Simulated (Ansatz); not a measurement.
## Screening in Ga2S3 (Cc)

Wanted: ε∞ of Ga2S3 (Cc) from perturbation theory, a sum over states and the RPA step of G0W0, with cost.

Main program and level: Ansatz 0.2.0; linear response on LDA, plane waves, PAW.

Report form: the programs' logs are mostly left out.

## 1. Set-up

Symmetry: Cc, No. 9, monoclinic system. Conventional cell: a = 11.107 Å, b = 6.395 Å, c = 7.021 Å, α = 90.00°, β = 121.17°, γ = 90.00°. Ga has 4 S at 2.19 to 2.33 Å nearest. Nearest to Ga lie 4 S at 2.20 to 2.32 Å. S has 2 Ga at 2.19 to 2.20 Å nearest. Nearest to S lie 3 Ga at 2.31 to 2.32 Å. Nearest to S lie 3 Ga at 2.31 to 2.33 Å. Farther neighbours and most contacts between anions are not listed.

The cell and positions come from the Crystallography Open Database and are kept as given unless a step says otherwise.

## 2. Response to a homogeneous field

The response to a uniform field gives ε∞, a yardstick for the screening that GW builds on its mesh.

This step: dielectric response by perturbation theory, LDA, plane waves, PAW; PAW set soft_1.

The input, input.yaml:

```yaml
crystal:
  lattice:
    - [5.5535, -3.1975, 0.0]
    - [5.5535, 3.1975, 0.0]
    - [-3.6339226554, 0.0, 6.0074160114]
  atoms:
    - { symbol: Ga, position: [0.63979, 0.44447, 0.12512] }
    - { symbol: Ga, position: [0.44447, 0.63979, 0.62512] }
    - { symbol: Ga, position: [0.2682, 0.13232, 0.11559] }
    - { symbol: Ga, position: [0.13232, 0.2682, 0.61559] }
    - { symbol: S, position: [0.9089, 0.0811, 0.9838] }
    - { symbol: S, position: [0.0811, 0.9089, 0.4838] }
    - { symbol: S, position: [0.4303, 0.2453, 0.4999] }
    - { symbol: S, position: [0.2453, 0.4303, 0.9999] }
    - { symbol: S, position: [0.5901, 0.7581, 0.0084] }
    - { symbol: S, position: [0.7581, 0.5901, 0.5084] }
kpoints:
  mp_grid: { grid: [4, 4, 4] }
hamiltonian:
  xc: lda
  pseudopotentials: { kind: paw, azcp: { folder: soft_1 }, xc_functional: pbe }
scf:
  occupations: { method: fixed }
dielectric: {}
```

Started as:

```bash
$ ansatz run input.yaml --threads 3 --pin off --max-ram 92160MiB --backend cuda --events-out ev --progress --plain --runs-dir out --devices 1 --max-vram 13GiB
```

It took 74 s on 1 × NVIDIA H100 80GB HBM3 (shared by 6 runs) with 3 threads of AMD EPYC 7R13 (Zen 3), shared host; peak memory 3.4 GiB; 2.8 min of CPU time.

This step gave:

```
stated error of ε∞ : 0.024
```

One over ε∞ averages 0.16, under the quarter of exact exchange in PBE0, which by this rule of thumb may open the gap too far.

High-frequency dielectric tensor:

```
 6.23  0.00 -0.12
 0.00  6.33  0.00
-0.12  0.00  6.47
```

Born effective charge (e), principal values of the symmetric part by kind of site:

```csv
atom,atoms with these values,low,middle,high,mean
Ga1,2,2.26,2.54,2.99,2.60
Ga3,2,2.38,2.48,2.99,2.62
S5,2,-2.46,-1.30,-1.02,-1.59
S7,2,-2.32,-2.25,-0.81,-1.79
S9,2,-2.42,-2.23,-0.83,-1.83
```

In full for S7:

```
-2.26 -0.12 -0.06
-0.04 -0.98 -0.43
 0.05 -0.50 -2.15
```

## 3. Independent-particle spectrum

The independent-particle spectrum shows where the oscillator strength lies, before excitons and local fields.

This step: independent-particle optics on LDA, plane waves, PAW; PAW set soft_1.

input.yaml: that of step 2 with these lines changed.

```diff
@@ -23,2 +23,4 @@
   occupations: { method: fixed }
-dielectric: {}
+  n_extra_bands: 146
+output:
+  optics: { e_range: [0, 25], de: 0.1, sigma: 0.2 }
```

The job ended after 60 s (1 × NVIDIA H100 80GB HBM3 (shared by 6 runs) with 3 threads; peak memory 2.9 GiB).

This step gave:

```
ε∞ without local fields (xx, yy, zz)                                   : 7.115, 7.195, 7.231
electrons in the f-sum (xx, yy, zz)                                    : 49.78, 49.77, 49.78
bands in the explicit sum (the static value is completed to all bands) : 190
```

The sum gives ε∞ = 7.11, 7.19 and 7.23 without local fields.

Independent particles, no local fields, Gaussian width 0.2 eV. ε₂ against photon energy; read off at these points:

```
photon energy (eV)      xx      yy      zz
              1.00       0       0       0
              1.50  0.0113  3.2e-4  0.0440
              2.00   0.186  0.0656   0.703
              2.50   0.887    1.23    1.25
              3.00    2.04    2.18    1.59
              3.50    4.98    4.03    3.60
              4.00    7.19    7.13    5.30
              4.50    8.38    9.91    10.2
              4.90    7.98    9.30    13.1
              5.00    7.97    9.04    13.0
              5.50    10.0    10.8    10.1
              5.70    11.3    11.7    9.35
              5.80    11.7    11.7    9.13
              6.00    11.4    10.7    8.97
              6.50    10.4    8.79    10.1
              7.00    8.62    8.33    8.62
              7.50    7.00    7.22    7.08
              8.00    5.75    5.85    5.75
              8.50    4.70    4.79    4.71
              9.00    3.81    4.36    3.84
              9.50    3.73    3.64    3.62
             10.00    3.41    2.97    2.96
             10.50    2.63    2.43    2.62
             11.00    2.13    2.17    2.12
             11.50    1.69    1.76    1.61
             12.00    1.33    1.43    1.24
             12.50    1.09    1.11    1.01
             13.00   0.875   0.902   0.866
             13.50   0.734   0.765   0.777
             14.00   0.695   0.664   0.696
             14.50   0.604   0.572   0.656
             15.00   0.537   0.528   0.574
             15.50   0.484   0.464   0.522
             16.00   0.446   0.408   0.458
             16.50   0.391   0.374   0.385
             17.00   0.350   0.347   0.345
             17.50   0.368   0.376   0.356
             18.00   0.341   0.346   0.314
             18.50   0.270   0.259   0.232
             19.00   0.302   0.286   0.275
             19.50   0.292   0.295   0.275
             20.00   0.263   0.261   0.247
             20.50   0.243   0.237   0.231
             21.00   0.212   0.207   0.222
             21.50   0.181   0.183   0.206
             22.00   0.164   0.170   0.183
             22.50   0.138   0.134   0.144
             23.00   0.125   0.121   0.121
             23.50   0.120   0.116   0.117
             24.00   0.112   0.119   0.115
             24.50   0.107   0.111   0.103
             25.00  0.0998   0.100  0.0942
```

Independent particles, no local fields, Gaussian width 0.2 eV. Table of loss function by photon energy; read off at these points:

```csv
photon energy (eV),xx,yy,zz
1.00,0,0,0
1.50,1.9e-4,5.2e-6,6.8e-4
2.00,0.00260,8.7e-4,0.00945
2.50,0.00949,0.0126,0.0149
3.00,0.0176,0.0195,0.0156
3.50,0.0339,0.0266,0.0280
4.00,0.0468,0.0415,0.0327
4.50,0.0651,0.0607,0.0403
5.00,0.0733,0.0776,0.0647
5.50,0.0700,0.0739,0.0937
6.00,0.0834,0.0923,0.104
6.50,0.0955,0.114,0.0980
7.00,0.112,0.120,0.113
7.50,0.131,0.130,0.130
8.00,0.149,0.149,0.151
8.50,0.173,0.174,0.161
9.00,0.211,0.190,0.200
9.50,0.222,0.197,0.208
10.00,0.210,0.217,0.230
10.50,0.231,0.248,0.237
11.00,0.247,0.266,0.244
11.50,0.277,0.293,0.279
12.00,0.315,0.314,0.310
12.50,0.372,0.360,0.392
13.00,0.428,0.434,0.495
13.50,0.568,0.522,0.590
14.00,0.701,0.657,0.746
14.50,0.849,0.820,0.876
15.00,1.05,1.04,1.05
15.50,1.35,1.30,1.24
16.00,1.63,1.70,1.53
16.50,2.08,2.19,1.95
17.00,2.72,2.80,2.70
17.50,2.71,2.66,2.77
18.00,2.93,2.89,3.18
18.40,3.49,3.64,4.02
18.50,3.37,3.55,3.89
19.00,2.71,2.76,2.72
19.50,2.58,2.53,2.48
20.00,2.59,2.60,2.50
20.50,2.29,2.26,1.99
21.00,2.05,1.98,1.78
21.50,1.64,1.62,1.67
22.00,1.31,1.31,1.38
22.50,0.981,1.01,1.09
23.00,0.747,0.712,0.748
23.50,0.614,0.587,0.603
24.00,0.516,0.530,0.532
24.50,0.442,0.467,0.435
25.00,0.381,0.389,0.363
```

Independent particles, no local fields, Gaussian width 0.2 eV. Table of ε₁ by photon energy:

```
photon energy (eV)        xx       yy       zz
                 0      7.08     7.16     7.20
                 1      7.35     7.43     7.50
                 2      8.46     8.69     8.59
                 3      10.6     10.3     9.99
                 4      10.1     11.0     11.6
                 5      6.73     5.90     5.62
                 6      2.64     1.27     2.41
                 7     -1.62    -0.36    -1.35
                 8     -2.34    -2.23    -2.26
                 9     -1.89    -1.98    -2.12
                10     -2.15    -2.21    -2.03
                11     -2.02    -1.85    -2.04
                12     -1.57    -1.58    -1.57
                13     -1.13    -1.12    -1.00
                14    -0.713   -0.755   -0.669
                15    -0.470   -0.479   -0.467
                16    -0.274   -0.271   -0.299
                17   -0.0790  -0.0603  -0.0954
                18  -0.00385  -0.0123  -0.0201
                19     0.142    0.148    0.160
                20     0.180    0.179    0.194
                21     0.241    0.248    0.275
                22     0.314    0.318    0.315
                23     0.389    0.394    0.383
                24     0.451    0.458    0.450
                25     0.502    0.498    0.501
```

## 4. RPA screening from the G0W0 run

Now the one-shot GW correction: screening in the RPA, then the self-energy of the levels asked for. This step takes PAW set soft_1 files.

This step: G0W0 on LDA, plane waves, PAW; PAW set soft_1.

input.yaml: that of step 3 with these lines changed.

```diff
@@ -17,3 +17,3 @@
 kpoints:
-  mp_grid: { grid: [4, 4, 4] }
+  mp_grid: { grid: [4, 4, 2] }
 hamiltonian:
@@ -23,4 +23,7 @@
   occupations: { method: fixed }
-  n_extra_bands: 146
-output:
-  optics: { e_range: [0, 25], de: 0.1, sigma: 0.2 }
+gw:
+  n_empty_bands: 1073
+  ecut_chi: 170.0
+  qp_bands: [v3, c3]
+  qp_kpoints: band_edges
+  screening: { model: contour_deformation }
```

Wall time 3.3 min (1 × NVIDIA H100 80GB HBM3 (shared by 6 runs) with 3 threads); peak memory 4.7 GiB.

This step gave:

* bands summed: 1117
* RPA ε∞ on this mesh (eigenvalues): 6.004, 6.148, 6.659
* plane waves in the screening matrix: 1083
* G0W0 gap on the mesh: 3.041 eV
* k of the valence top: 0, 0, 0
* k of the conduction bottom: 0, 0, 0
* starting gap on the mesh: 1.665 eV
* least direct G0W0 gap on the computed points: 3.041 eV

The gap on the mesh goes from 1.66 eV to 3.04 eV, a correction of +1.38 eV. Between the two edge states, bare exchange in place of the xc potential would open the gap by 7.47 eV, and correlation takes back 6.09 eV.

Mean over the mesh in bins of 0.25 1/Å. Table of static inverse dielectric function, diagonal by length of q+G:

| length of q+G (Å⁻¹) | static inverse dielectric function, diagonal |
| --- | --- |
| 0.31 | 0.192 |
| 0.54 | 0.237 |
| 0.76 | 0.294 |
| 1.26 | 0.431 |
| 1.50 | 0.498 |
| 1.76 | 0.568 |
| 2.01 | 0.628 |
| 2.50 | 0.731 |
| 2.76 | 0.771 |
| 3.00 | 0.804 |
| 3.25 | 0.833 |
| 3.76 | 0.881 |
| 4.01 | 0.901 |
| 4.25 | 0.918 |
| 4.50 | 0.933 |
| 5.00 | 0.954 |
| 5.25 | 0.962 |
| 5.50 | 0.969 |
| 5.75 | 0.975 |
| 6.25 | 0.984 |
| 6.50 | 0.987 |
| 6.65 | 0.989 |

## 5. The values together

Times are wall times on 1 × NVIDIA H100 80GB HBM3 (shared by 6 runs) with 3 threads of AMD EPYC 7R13 (Zen 3), shared host, good to a factor of about two.

```csv
method,mesh,"ε∞, low",middle,high,mean,time
perturbation theory (local fields and xc kernel),4×4×4 (response on 216 points),6.18,6.33,6.52,6.34,74 s
sum over states (no local fields),4×4×4,7.11,7.19,7.23,7.18,60 s
"RPA with local fields, on the GW mesh",4×4×2,6.00,6.15,6.66,6.27,3.3 min
```

## 6. Summary of results

| Property | Result |
| --- | --- |
| perturbation theory (local fields and xc kernel) | 6.18, 6.33, 6.52 |
| sum over states (no local fields) | 7.11, 7.19, 7.23 |
| RPA with local fields, on the GW mesh | 6.00, 6.15, 6.66 |

What this shows: Mean Born effective charge: Ga1 2.60, Ga3 2.62, S5 -1.59, S7 -1.79, S9 -1.83 e. The ε₂ (xx) has its highest peak at 5.8 eV. The loss function (xx) has its highest peak at 18.4 eV. The sum without local fields gives 7.18 in the mean against 6.34 by perturbation theory; local fields lower ε∞ and the xc kernel gives part of it back, though the sum also carries the error of its own mesh. The RPA values on the 4×4×2 mesh average 0.99 times those of perturbation theory (means 6.27 and 6.34). Without the xc kernel RPA should lie a little lower, and the mean does, by little. LDA usually puts the gap too low, which tends to raise ε∞. Ions are clamped, so the lattice part of the static constant is not in these numbers.

[Paths, hosts, dates, memory and timing lines, banners, echoed tables and standing remarks are left out of the program output.]

[Logs are printed without paths, hosts, clocks, repeated set-up lines and the standing remarks that a program may print on its own settings, such as how far it seeks lower states.]

[Runs of the session that timed out or met a known fault of the program may be left out.]

[Cells called generated may have been cut or substituted from an entry of the Crystallography Open Database or the Materials Project.]

[Hosts, paths, dates, database ids (printed as entryN), source tags and the programs' standing remarks are cut or masked in the printed files.]
